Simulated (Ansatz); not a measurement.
# Charge trapping in aqueous N(CH3)4+ and I-, 3.8 mol of salt per kg of water at 360 K (123 atoms), part 3 of 5

Does an extra electron or hole in aqueous N(CH3)4+ and I-, 3.8 mol of salt per kg of water at 360 K (123 atoms) stay spread out, or do the atoms trap it?

Ansatz 0.2.0; Kohn-Sham DFT, PBE+D3(BJ), PAW (set soft_2, large core), plane waves.

The cell: 8 C, 2 N, 82 H, 29 O and 2 I. The network of contacts between molecules at the start is that of the classical potential that made the cell. The Brillouin zone is sampled at Γ only, in a cell whose shortest periodic width is 11 Å. No spin–orbit coupling is included. The liquid is relaxed first.

So far. Step 2 (Single point at the start): The r.m.s. force at the start is 0.65 eV/Å. Step 3 (Relaxation): The relaxation converged after 47 steps, 7.09 eV below its start, with a largest force component of 0.046 eV/Å.

### 4. Single point at the relaxed geometry

One more single point at the end of the walk gives the fuller output and checks the residual forces.

The input, input.yaml:

```yaml
crystal:
  lattice:
    - [10.87401, 0.0, 0.0]
    - [0.0, 10.87401, 0.0]
    - [0.0, 0.0, 10.87401]
  atoms:
    - { symbol: C, position: [0.93458, 0.83038, 0.12735] }
    - { symbol: "N", position: [0.86758, 0.86597, 0.24278] }
    - { symbol: C, position: [0.74657, 0.80018, 0.24734] }
    - { symbol: C, position: [0.84571, 0.00207, 0.24252] }
    - { symbol: C, position: [0.94265, 0.83128, 0.35346] }
    - { symbol: H, position: [0.8786, 0.858, 0.04845] }
    [... 111 atom lines left out ...]
    - { symbol: H, position: [0.4357, 0.63924, 0.56963] }
    - { symbol: O, position: [0.42028, 0.36422, 0.07866] }
    - { symbol: H, position: [0.34058, 0.39844, 0.05175] }
    - { symbol: H, position: [0.45478, 0.31901, 0.00747] }
    - { symbol: I, position: [0.27428, 0.98029, 0.24714] }
    - { symbol: I, position: [0.68309, 0.93375, 0.60689] }
kpoints:
  mp_grid: { grid: [1, 1, 1] }
hamiltonian:
  xc: pbe
  dispersion: d3bj
  pseudopotentials: { kind: paw, core: large }
scf:
  occupations: { method: fixed }
output:
  forces: true
  stress: true
  populations: intrinsic
  dos:
    method: { smearing: { sigma: 0.15 } }
    de: 0.1
    projected: { site_lists: { C: [C], H: [H], I: [I], "N": ["N"], O: [O] } }
  eigenvalues: true
  write_density: true
  write_potential: true
  volumetric_format: npy
```

Launch:

```bash
> ansatz run input.yaml --threads 4 --pin off --max-ram 8192MiB --backend cpu --events-out ev --progress --plain --runs-dir out
```

The program printed:

```text
[...]
Crystal: 123 atoms, lattice volume = 1285.787 Å³
Basis set: ecut = 420 eV, 25269 PW (Γ), exchange–correlation on 150×150×150 points (8 copies of the dense FFT grid, shifted against one another)
Bands: 279, of which v1, the nominal top of the filled ones, is band 156 counted from 1 (155 counted from 0)
Symmetry: 1 space group operations
[...]
k-points: 1
[...]
SCF iter   1: F=—  HF=-30935.737599 eV  |F-HF|=—  |Δ(HF+E_count)|=         —  Δρ=1.08e-1  dr2=1.34e2  ethr=3.10e-3  ⟨swp⟩=5.0  Hψ=960  notcnv=0  defer=120
[...]
SCF iter  11: F=-30895.490336 eV  HF=-30895.490337 eV  |F-HF|=4.51e-8  |Δ(HF+E_count)|=   2.39e-7  Δρ=2.82e-6  dr2=8.43e-8  ethr=3.21e-11  ⟨swp⟩=26.0  Hψ=3401  notcnv=0
SCF 1 converged in 11 iterations: F = -30895.490336 eV  dr2 = 8.43e-8
[...]
WARN: The input density's exchange-correlation potential varies sharply where the density is thin. Do not read a vacuum level from v_tot or v_xc, or from such a field of the output density. On a cell that repeats whose density bears no net charge and no dipole along the vacuum's axis use v_es (v_loc + v_h of the components); [...]
SCF converged after 11 iterations
Free energy (F): -30895.490336 eV
[...]
Internal energy: -30895.490336 eV  (E = F + TS)
E sigma→0 (E₀):  -30895.490336 eV
Fermi energy:    -1.322792 eV
[...]
--- Forces (eV/Å), atoms counted from 1 ---
  atom   1  C      0.00673017     0.01355537    -0.00918270
  atom   2  N      0.01249417    -0.00138029     0.01719435
  atom   3  C     -0.01776864    -0.00170489     0.01531969
  atom   4  C     -0.00792011    -0.01167759    -0.00966078
  atom   5  C      0.00032572     0.00416618    -0.02372537
  atom   6  H      0.00802639    -0.00021498     0.00533792
  atom   7  H     -0.00678719    -0.00272817    -0.00154390
  atom   8  H     -0.00462845    -0.00231277    -0.00072384
  atom   9  H      0.00064478     0.00751092    -0.00917921
  atom  10  H      0.00826810    -0.00564627    -0.01930133
  atom  11  H      0.00430395    -0.00582768     0.01240708
  atom  12  H     -0.00078540     0.00347195    -0.00381167
  atom  13  H      0.00117802    -0.00094244     0.00129519
  atom  14  H      0.00206754     0.00082898     0.00512856
[...]
atom 122  I     -0.00297002     0.00352950     0.00364709
  atom 123  I      0.00493095    -0.00261925    -0.00775067
  max |Σ_I F_I| component: 5.19e-5 eV/Å
--- Stress (GPa, compression-positive) ---
       -0.310809      -0.045993      -0.014814
       -0.045993      -0.404766      -0.026663
       -0.014813      -0.026663      -0.487317
  P = ⅓ Tr σ = -0.4010 GPa (-4.010 kbar)
--- Band table (eV) ---
[...]
--- intrinsic populations: 123 sites ---
  site symbol       q [e]
     0      C      4.4302
     1      N      4.8840
     2      C      4.4232
[...]
122      I      7.6163
  spilling = 0.000000 (of n_electrons = 312.000000)
```

Elapsed: 12 s, on 4 threads of AMD EPYC 9R14 (Zen 4), shared host; peak memory 1.5 GiB.

The program notes that the exchange-correlation potential is rough where the density is thin.

Numbers from this run:

- free energy: -30895.4903 eV
- free energy per atom: -251.1828 eV/atom
- SCF cycles: 11
- pressure: -0.401 GPa
- r.m.s. force component: 0.00905 eV/Å
- longest force: 0.05159 eV/Å
- Fermi energy: -1.323 eV
- gap (highest filled to lowest empty level): 4.053 eV

Intrinsic-atomic-orbital charges by element and coordination:

```
element  coordination  atoms  mean charge (e)  spread   least    most
      C           all      8           -0.428  0.0036  -0.435  -0.423
      H           all     82            0.325  0.0787   0.191   0.397
      I           all      2           -0.604  0.0127  -0.616  -0.591
      N           all      2            0.117   0.001   0.116   0.118
      O           all     29           -0.768  0.0186  -0.803  -0.736
```

States in the cell by windows of 1 eV, zero at the Fermi level; the larger projections on atomic orbitals stand beside the total:

```
from (eV)  to (eV)  total   O p   H s   C p  I p
      -14      -13    4.4   0.0   1.1   0.2  0.0
      -13      -12    7.6   0.0   1.9   0.3  0.0
      -12      -11    0.0   0.0   0.0   0.0  0.0
      -11      -10    4.1   0.0   0.4   0.1  0.0
      -10       -9    3.9   0.0   1.3   0.7  0.0
       -9       -8    1.6   1.1   0.5   0.0  0.0
       -8       -7   51.6  27.6  14.2   5.5  0.0
       -7       -6   16.7  11.5   4.7   0.1  0.0
       -6       -5   12.5   3.6   3.1   5.0  0.0
       -5       -4   40.3  16.6   8.8  10.4  0.1
       -4       -3   29.5  20.7   3.0   2.8  0.1
       -3       -2   15.2  14.0   0.3   0.1  0.0
       -2       -1   48.8  47.6   0.2   0.3  0.1
       -1        0   11.4   2.3   0.2   0.1  8.8
        0        1    2.3   0.1   0.0   0.0  2.1
        1        3    0.0   0.0   0.0   0.0  0.0
        3        4    0.8   0.0   0.5   0.0  0.0
        4        5    1.2   0.0   0.7   0.0  0.0
```

With fixed occupations the program's Fermi level is the highest filled level; weight inside the gap is the broadening of levels at its edges.

Between -21 and -14 eV lie 62 more states.

The levels nearest the highest filled one (over half full), pooled over k-points and spins:

```
level less the highest filled one (eV)  occupation
                                -0.198           2
                                -0.133           2
                               -0.0995           2
                               -0.0753           2
                               -0.0156           2
                                     0           2
                                  4.05           0
                                  5.34           0
                                  5.45           0
                                  5.52           0
                                  5.58           0
                                  5.74           0
```

Valence density in the ab plane at fractional z = 0.238, with atoms of N and C and H and I within 0.2 Å of it. It is the smooth field of the valence electrons, not physical close to the nuclei.

Ten steps, logarithmic in the rise over the least value, from '0' (0.0 e/Å³) to '9' (3.2 e/Å³), each cell a mean:
```
1112356545664210000000246788653
1111356666654210000011235788742
2111235566543100000124456899863
2211123344321000000246778899864
2100011222210000000247888777653
1100001122210000000135788644332
1000001123221000000024688532111
0000000123432100000012466421000
0000000124443210011111233210000
0000000123444211124432110000000
0000000013454311236753100000000
0000111112343211135542100000000
0012332211221100122321000000000
0023554321000000001110001112110
0125775310000110000000012344321
1124764210012332100000012456542
1112332100024676310000012456542
1111110000125787531000001234432
1111100000135787531000000111111
1111111111134665421000000000000
1111222222234433210000001112221
1111234455433211000000123445553
2111345666653210000000245777885
2112356655664210000000247888874
```
Columns run along a (10.9 Å), rows up along b (10.9 Å). Atoms in or near the plane, at fractional coordinates: N at (0.87, 0.87), C at (0.75, 0.80), C at (0.85, 0.00), H at (0.76, 0.70), H at (0.93, 0.05), H at (0.15, 0.36), H at (0.45, 0.29), H at (0.62, 0.55), I at (0.27, 0.98).

Electrostatic potential energy in the ab plane at fractional z = 0.238, with atoms of N and C and H and I within 0.2 Å of it. With pseudopotentials it is smooth inside the atoms' cores, unlike the true potential.

Ten even steps from '0' (-47 eV) to '9' (5 eV), each cell a mean:
```
9999982021049999999999997202789
9999985100279999999999998744789
9999998756899999999999888400279
9999999999999999999998424400279
9999999999999999999996000565789
9999999999999999999997313789999
9999999999999999999999734899999
9999999999899999999999855899999
9999999999889999999999999999999
9999999999999999998889999999999
9999999999999999995269999999999
9999999999999999998689999999999
9999999999999999999999999999999
9999999999999999999999999999999
9998358999999999999999999999999
9998348999999999999999999999999
9999899999999537999999999999999
9999999999999537999999999999999
9999999999999868999999999999999
9999999999998889999999999999999
9999999999998899999999999999999
9999999988999999999999999988878
9999997422589999999999998535317
9999983000069999999999996100568
```
Columns run along a (10.9 Å; values clipped at the 3rd and 97th percentile), rows up along b (10.9 Å). Atoms in or near the plane, at fractional coordinates: N at (0.87, 0.87), C at (0.75, 0.80), C at (0.85, 0.00), H at (0.76, 0.70), H at (0.93, 0.05), H at (0.15, 0.36), H at (0.45, 0.29), H at (0.62, 0.55), I at (0.27, 0.98).

Between filled and empty levels lie 4.05 eV (at Γ alone); a semilocal functional tends to put such gaps too low. In a disordered cell it changes from sample to sample and from frame to frame. Mean intrinsic-atomic-orbital charges: C -0.43, H +0.33, I -0.60, N +0.12, O -0.77 e. The largest share in the top eV of filled states is I p (79 % of the projected weight), and in the lowest eV of empty states H s (68 % of the projected weight).

### 5. An extra electron, atoms held

The electron count changes by one with the atoms held: a vertical process, on a uniform background, with spin and a narrow Fermi–Dirac smearing. Its energy against the neutral cell hangs on the program's zero of potential.

The input, input.yaml:

```yaml
crystal:
  lattice:
    - [10.87401, 0.0, 0.0]
    - [0.0, 10.87401, 0.0]
    - [0.0, 0.0, 10.87401]
  atoms:
    [... the 123 atom lines of step 4 ...]
total_charge: -1
kpoints:
  mp_grid: { grid: [1, 1, 1] }
hamiltonian:
  xc: pbe
  dispersion: d3bj
  pseudopotentials: { kind: paw, core: large }
scf:
  occupations: { method: fermi_dirac, width: 0.01 }
  lower_state_search: "off"
output:
  forces: true
  stress: true
  populations: intrinsic
  dos:
    method: { smearing: { sigma: 0.08 } }
    de: 0.1
    projected: { site_lists: { C: [C], H: [H], I: [I], "N": ["N"], O: [O] } }
  eigenvalues: true
  write_density: true
  write_potential: true
  volumetric_format: npy
magnetization:
  spin_polarized: true
  initial_magnetization: 1
```

The program printed:

```text
[...]
Crystal: 123 atoms, lattice volume = 1285.787 Å³
Basis set: ecut = 420 eV, 25269 PW (Γ), exchange–correlation on 150×150×150 points (8 copies of the dense FFT grid, shifted against one another)
Bands: 280, of which v1, the nominal top of the filled ones, is band 157 counted from 1 (156 counted from 0)
Symmetry: 1 space group operations
[...]
k-points: 1
[...]
Starting moments: Σ|m| = 1 μB on 123 of 123 sites
[...]
SCF iter   1: F=—  HF=-30934.103487 eV  |F-HF|=—  |Δ(HF+E_count)|=         —  Δρ=5.36e-2 (↑5.34e-2 ↓5.36e-2)  dr2=1.40e2  dr2_m=7.58e-2  M=1.000 μB ∫|m|=1.032 μB  β_m=1.00  ethr=3.10e-3  ⟨swp⟩=6.0  Hψ=2588  notcnv=0  defer=155
[...]
spin=Collinear: Resta preconditioning applied to the charge; magnetization (m = ρ↑ − ρ↓) channel mixes plain (no charge-response kernel on spin).
SCF iter   2: F=—  HF=-30902.246550 eV  |F-HF|=—  |Δ(HF+E_count)|=         —  Δρ=2.86e-2 (↑2.85e-2 ↓2.86e-2)  dr2=3.44e1  dr2_m=5.03e-2  M=0.639 μB ∫|m|=0.718 μB  β_m=0.30  ethr=3.10e-3  ⟨swp⟩=3.0  Hψ=982  notcnv=0  defer=232
[...]
SCF iter   8: F=—  HF=-30892.795021 eV  |F-HF|=—  |Δ(HF+E_count)|=   9.16e-3  Δρ=3.81e-4 (↑3.27e-4 ↓3.81e-4)  dr2=5.23e-4  dr2_m=1.37e-3  M=-0.023 μB ∫|m|=0.046 μB  β_m=0.30  ethr=1.94e-6  ⟨swp⟩=2.5  Hψ=629  notcnv=0  defer=230
[...]
spin-set hold released at iteration 8 (site moments contracting): the magnetisation degrees of freedom join the quasi-Newton model from the next iteration; the mixer history was flushed
SCF iter   9: F=—  HF=-30892.796071 eV  |F-HF|=—  |Δ(HF+E_count)|=   1.05e-3  Δρ=2.73e-4 (↑2.37e-4 ↓2.73e-4)  dr2=2.38e-4  dr2_m=7.16e-4  M=-0.008 μB ∫|m|=0.029 μB  β_m=0.65  ethr=1.67e-7  ⟨swp⟩=2.0  Hψ=658  notcnv=0  defer=230
SCF iter  10: F=—  HF=-30892.797556 eV  |F-HF|=—  |Δ(HF+E_count)|=   1.49e-3  Δρ=3.43e-5 (↑3.22e-5 ↓3.43e-5)  dr2=2.33e-5  dr2_m=7.48e-6  M=0.002 μB ∫|m|=0.005 μB  β_m=0.64  ethr=7.61e-8  ⟨swp⟩=3.0  Hψ=844  notcnv=0  defer=230
[...]
SCF iter  14: F=-30892.796214 eV  HF=-30892.796214 eV  |F-HF|=3.35e-9  |Δ(HF+E_count)|=   1.50e-7  Δρ=6.98e-7 (↑6.98e-7 ↓6.72e-7)  dr2=1.80e-8  dr2_m=7.22e-10  M=-0.000 μB ∫|m|=0.000 μB  β_m=0.72  ethr=1.85e-11  ⟨swp⟩=8.0  Hψ=3365  notcnv=0
SCF iter  15: F=-30892.796214 eV  HF=-30892.796214 eV  |F-HF|=6.48e-10  |Δ(HF+E_count)|=   5.98e-9  Δρ=2.59e-7 (↑2.47e-7 ↓2.59e-7)  dr2=2.20e-9  dr2_m=2.36e-10  M=0.000 μB ∫|m|=0.000 μB  ethr=5.76e-12  ⟨swp⟩=6.0  Hψ=2590  notcnv=0
WARN: the starting moments were not kept: the SCF closed with an absolute magnetisation of 3.0e-5 μB, where they sum to 1 μB in size (123 sites). That is at most 0.1 of that sum. Measured as dr2_m measures the in/out step, that magnetisation stands 1.2e-11 eV from none, [...]
SCF 1 converged in 15 iterations: F = -30892.796214 eV  dr2 = 2.20e-9
[...]
SCF converged after 15 iterations
Magnetization: 0.0000 μB (156.5000 up, 156.5000 down)
Absolute magnetization: 0.0000 μB (∫|ρ↑−ρ↓|, with the PAW one-centre terms)
[...]
Per-site moments (μB) at R_I (Å): [(8.407091e-8, 0.451277), (-1.068685e-6, 0.618166), (9.005939e-8, 0.450762), (1.024668e-7, 0.451544), (8.022397e-8, 0.452283), [...]
Free energy (F): -30892.796214 eV
[...]
Internal energy: -30892.782351 eV  (E = F + TS)
E sigma→0 (E₀):  -30892.789283 eV
Entropy (-TS):   -0.013863 eV (-0.113 meV/atom)
Fermi energy:    2.680674 eV
[...]
Σ components = -30892.796214   (vs F -30892.796214, Δ=0.00e0)
--- Forces (eV/Å), atoms counted from 1 ---
  atom   1  C     -0.00442150     0.01714623     0.00418135
  atom   2  N      0.01452598    -0.00570293     0.01851726
  atom   3  C      0.00094965     0.00648974     0.01356579
  atom   4  C     -0.00420452    -0.04186077    -0.01136673
[...]
atom 123  I      0.04992524    -0.00022713    -0.03764727
  max |Σ_I F_I| component: 9.09e-6 eV/Å
--- Stress (GPa, compression-positive) ---
       -0.126429      -0.021910       0.001360
       -0.021910      -0.187803      -0.008062
        0.001360      -0.008062      -0.247492
  P = ⅓ Tr σ = -0.1872 GPa (-1.872 kbar)
--- Band table (eV) ---
[...]
--- intrinsic populations: 123 sites ---
  site symbol       q [e]    m [muB]
     0      C      4.4389     0.0000
     1      N      4.8870    -0.0000
     2      C      4.4331     0.0000
[...]
122      I      7.6206     0.0000
  spilling = -0.000000 (of n_electrons = 313.000000)
```

Wall time 24 s (4 threads); peak memory 2.3 GiB; 91 s of CPU time.

The program notes that starting moments were not kept.

An extra electron, atoms held: the energy stands 2.69 eV above that of the reference. An odd electron should give 1 μB; this run ended with the carrier shared between both spins.

The levels nearest the highest filled one (over half full), pooled over k-points and spins:

```
level less the highest filled one (eV)  occupation
                                 -4.04           1
                                 -4.04           1
                                     0         0.5
                                     0         0.5
                                  1.28           0
                                  1.28           0
                                  1.40           0
                                  1.40           0
```

### 6. An extra electron, atoms relaxed

The atoms now respond to the charge; the energy gained comes from screening by the atoms, from trapping if the charge localises, and from any strain left in the reference.

input.yaml, the sections that differ from step 5:

```yaml
output:
  forces: true
relax:
  f_tol: 0.05
  max_steps: 90
# crystal, total_charge, kpoints, hamiltonian, scf, magnetization: as in step 5
```

The program printed:

```text
[...]
Crystal: 123 atoms, lattice volume = 1285.787 Å³
Basis set: ecut = 420 eV, 25269 PW (Γ), exchange–correlation on 150×150×150 points (8 copies of the dense FFT grid, shifted against one another)
Bands: 280, of which v1, the nominal top of the filled ones, is band 157 counted from 1 (156 counted from 0)
Symmetry: 1 space group operations
[...]
k-points: 1
[...]
Starting moments: Σ|m| = 1 μB on 123 of 123 sites
[...]
SCF iter   1: F=—  HF=-30934.103488 eV  |F-HF|=—  |Δ(HF+E_count)|=         —  Δρ=5.36e-2 (↑5.34e-2 ↓5.36e-2)  dr2=1.40e2  dr2_m=7.58e-2  M=1.000 μB ∫|m|=1.032 μB  β_m=1.00  ethr=3.10e-3  ⟨swp⟩=6.0  Hψ=2588  notcnv=0  defer=155
[...]
SCF iter   2: F=—  HF=-30902.246535 eV  |F-HF|=—  |Δ(HF+E_count)|=         —  Δρ=2.86e-2 (↑2.85e-2 ↓2.86e-2)  dr2=3.44e1  dr2_m=5.03e-2  M=0.639 μB ∫|m|=0.718 μB  β_m=0.30  ethr=3.10e-3  ⟨swp⟩=3.0  Hψ=982  notcnv=0  defer=232
[...]
SCF iter   8: F=—  HF=-30892.793620 eV  |F-HF|=—  |Δ(HF+E_count)|=   9.12e-3  Δρ=3.82e-4 (↑3.27e-4 ↓3.82e-4)  dr2=5.32e-4  dr2_m=1.37e-3  M=-0.022 μB ∫|m|=0.046 μB  β_m=0.30  ethr=1.93e-6  ⟨swp⟩=3.0  Hψ=630  notcnv=0  defer=230
[...]
SCF iter  12: F=-30892.796214 eV  HF=-30892.796213 eV  |F-HF|=6.09e-7  |Δ(HF+E_count)|=   7.94e-6  Δρ=4.63e-6 (↑3.52e-6 ↓4.63e-6)  dr2=6.02e-7  dr2_m=5.82e-8  M=0.001 μB ∫|m|=0.001 μB  ethr=9.79e-10  ⟨swp⟩=1.0  Hψ=1221  notcnv=0
[...]
SCF 1 converged in 12 iterations: F = -30892.796214 eV  dr2 = 6.02e-7
[...]
relax step   1: F+E_penalty+E_count = -30892.79621371 eV  Δ(F+E_penalty+E_count) = +0.000e0 eV  max|allowed force component| = 1.007e-1 eV/Å  Δτ_max = 0.0000 Å  (12 SCF iters, dr2 threshold 6.25e-5 eV, accepted)
[...]
relax step   2: F+E_penalty+E_count = -30892.80381031 eV  Δ(F+E_penalty+E_count) = -7.597e-3 eV  max|allowed force component| = 7.076e-2 eV/Å  Δτ_max = 0.0720 Å  (8 SCF iters, accepted)
[...]
relax step   3: F+E_penalty+E_count = -30892.80895126 eV  Δ(F+E_penalty+E_count) = -5.141e-3 eV  max|allowed force component| = 5.005e-2 eV/Å  Δτ_max = 0.0394 Å  (7 SCF iters, accepted)
[...]
relax step   4: F+E_penalty+E_count = -30892.81016857 eV  Δ(F+E_penalty+E_count) = -1.217e-3 eV  max|allowed force component| = 2.781e-2 eV/Å  Δτ_max = 0.0114 Å  (7 SCF iters, accepted)
SCF converged after 7 iterations
Magnetization: 0.0000 μB (156.5000 up, 156.5000 down)
Absolute magnetization: 0.0000 μB (∫|ρ↑−ρ↓|, with the PAW one-centre terms)
[...]
Per-site moments (μB) at R_I (Å): [(-5.414230e-8, 0.451210), (6.545369e-9, 0.618193), (2.890112e-8, 0.450817), (1.734137e-8, 0.451812), (-6.413581e-9, 0.452358), [...]
Free energy (F): -30892.810169 eV
[...]
Internal energy: -30892.796306 eV  (E = F + TS)
E sigma→0 (E₀):  -30892.803237 eV
Entropy (-TS):   -0.013863 eV (-0.113 meV/atom)
Fermi energy:    2.659652 eV
[...]
Σ components = -30892.810169   (vs F -30892.810169, Δ=0.00e0)
--- Forces (eV/Å), atoms counted from 1 ---
  atom   1  C     -0.00033666     0.00556511    -0.00571085
  atom   2  N      0.00536657     0.00240829     0.00594947
  atom   3  C     -0.00023967    -0.00291005     0.00185951
  atom   4  C     -0.00344824    -0.00523484    -0.00252444
[...]
atom 123  I      0.00022058    -0.00009900     0.00175450
  max |Σ_I F_I| component: 1.33e-5 eV/Å
--- Relaxed structure (4 steps of the walk, 4 accepted, 0 SCFs on fresh bases) ---
  F+E_penalty+E_count = -30892.81016857 eV   max|allowed force component| = 2.781e-2 eV/Å
  atoms:
    - { symbol: C, position: [0.934905, 0.831137, 0.126046] }
    - { symbol: N, position: [0.867587, 0.865355, 0.241710] }
    - { symbol: C, position: [0.746919, 0.798883, 0.245569] }
    - { symbol: C, position: [0.844999, 0.0013195, 0.242600] }
[...]
- { symbol: I, position: [0.688805, 0.933867, 0.606540] }
```

Elapsed: 33 s, on 4 threads; peak memory 2.2 GiB; 2.1 min of CPU time.

The relaxation converged after 4 steps, 0.0140 eV below its start, with a largest force component of 0.028 eV/Å.

An extra electron, atoms relaxed: the energy stands 2.68 eV above that of the reference. An odd electron should give 1 μB; this run ended with the carrier shared between both spins.

[end of part 3 of 5]

[Long decimals in the printed logs are rounded to 6 places.]

[Logs are printed without paths, hosts, clocks, repeated set-up lines and the standing remarks that a program may print on its own settings, such as how far it seeks lower states.]

[Hosts, paths, dates, database ids (printed as entryN), source tags and the programs' standing remarks are cut or masked in the printed files.]
